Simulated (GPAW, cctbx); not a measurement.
## By hand: from a DFT structure factor to an extinction distance in GaBi2C2N

GaBi2C2N, Immm (no. 71), a = 3.4902 Å, b = 3.9308 Å, c = 13.6883 Å, α = 90.00°, β = 90.00°, γ = 90.00°.

```csv
atom,mult.,x,y,z
Bi1,4,0,0,0.3436
Ga1,2,0,0,0
N1,2,0,1/2,0
C1,4,0,0,0.1578
```

The cell comes from substitution in a known structure type and wasn't matched to any measured phase.

A DFT run (GPAW, PBE, 550 eV, 7×7×7 k-points, Fermi–Dirac width 0.1 eV) gives the static X-ray structure factor of 101 as 89.752 e for the conventional cell; superposed free atoms give 91.252 e. **Problem.** Find the Fourier component V of the crystal potential and the two-beam extinction distance at 80 kV in both cases.

## Step 1: Geometry

The cell volume is Ω = 187.79 Å³ and d(101) = 3.3820 Å, so g = 1/d = 0.2957 Å⁻¹.

## Step 2: The nuclei

Electrons feel nuclei as well as electrons, so the nuclear charges are summed with the same phases.

Phase sums Σ exp(2πi h·x), turned so that the total is real and positive: Bi +2.218, Ga -2.000, N -2.000, C -2.189. Then F_Z = 83 × (+2.218) + 31 × (-2.000) + 7 × (-2.000) + 6 × (-2.189) = 94.99 e. The electron term has the same sign for this reflection.

## Step 3: Mott–Bethe

Poisson's equation, term by term, gives V = (e/4πε₀)(F_Z − F)/(πΩg²), with e/4πε₀ = 14.3996 V Å.

The prefactor is 14.3996 × 3.3820²/(π × 187.79) = 0.27917 V per electron. Free atoms: (94.99 − 91.252) × 0.27917 = 1.044 V. Crystal: (94.99 − 89.752) × 0.27917 = 1.462 V. F changes by -1.64 % and V by +40.1 %: the same 1.50 e is measured against F_Z − F = 3.7 e in place of F = 91.3 e.

## Step 4: Extinction distance

In the two-beam case ξ = 1/(λU) with U = 2γm₀eV/h², that is ξ = 150.41 V Å²/(γλV).

At 80 kV, λ = 0.04176 Å and γ = 1.1566. Free atoms: ξ = 2984 Å. Crystal: ξ = 2130 Å. The thickness fringes go as sin²(πt/ξ), so the two patterns slip by a quarter of a period when t|1/ξ₁ − 1/ξ₀| = 1/4, at t ≈ 186 nm. Thermal motion, absorption and many-beam coupling, left out here, change a real pattern.

## Step 5: Answer

V(101) is 1.46 V against 1.04 V, and ξ is 2130 against 2984 Å. Limits: static atoms, two beams.

[Outputs are excerpts: Python notices, other lines and further rows are left out; steps that failed or that the build refused (PBEsol, TPSS) are not shown.]

[Logs are printed without paths, hosts, clocks, repeated set-up lines and the standing remarks that a program may print on its own settings, such as how far it seeks lower states.]
